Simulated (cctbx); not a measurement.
# Which space group?

Cell: a = 3.8930 Å, b = 3.8930 Å, c = 13.1140 Å, α = 90.00°, β = 90.00°, γ = 120.00°. Expected content of the cell: Ba3 V1.

The data are simulated with cctbx, not measured: synchrotron X-rays, λ = 0.4959 Å, to d = 0.84 Å, 50 % of the full sphere, strongest reflection 20000 counts, noise from counting, a 4 % proportional error and a noise floor of 15 counts (s.d.); no absorption.

A first pass over the reflections prints:

```text
624 reflections to d = 0.841 A
centring   violations  <I/sigma> of those
    A        303 of   319     15.7
    B        304 of   321     15.7
    C        299 of   316     15.5
    I        309 of   321     16.0
    R        420 of   435     15.7
    F        453 of   478     15.6
Laue class    unique    Rint  (classes that these axes allow; Friedel mates merged)
P -1              450   0.028
P 1 1 2/m         302   0.030
P -3              207   0.032
P -3 1 m          135   0.034
P -3 m 1          152   0.033
P 6/m             117   0.034
P 6/m m m          98   0.035
space group    extra absences  I>4sigma  <I/sigma>
P 6 2 2                 0          0         -  acentric
P 6 m m                 0          0         -  acentric
P -6 m 2                0          0         -  acentric
P -6 2 m                0          0         -  acentric
P 6/m m m               0          0         -  centric
Wilson B = 1.06 A^2   <|E^2-1|> = 0.799 (0.968 centric, 0.736 acentric)   E^2>4: 0.0 %
shell (A)         n   <I/sigma>
13.12 - 1.68     18     30.9
 1.68 - 1.33     14     33.2
 1.33 - 1.17     13     42.6
 1.17 - 1.06     10     36.9
 1.06 - 0.98      8     36.2
 0.98 - 0.93     14     35.8
 0.93 - 0.88     11     35.6
 0.88 - 0.84     10     28.1
```

Q: Read the symmetry from these tables.

Every centring test has many violations, so the lattice is primitive.

Rint stays low (0.028 to 0.035) up to P 6/m m m, the highest class in these axes.

5 settings pass the absence test. No glide or screw absences show, which leaves P 6 2 2, P 6 m m, P -6 m 2, P -6 2 m and P 6/m m m.

⟨|E²−1|⟩ = 0.799 leans to a non-centrosymmetric structure. The Wilson B of 1.06 Å² means U ≈ 0.0134 Å².

The true group is P-6m2 (no. 187), Laue class 6/mmm, non-centrosymmetric. The tables only narrow the choice to the tied entries; cell content, site symmetry and trial solutions must settle it.

The model is made up (kin elements in a known structure type, no relaxation), so it says nothing on whether the phase exists.

[Logs are printed without paths, hosts, clocks, repeated set-up lines and the standing remarks that a program may print on its own settings, such as how far it seeks lower states.]
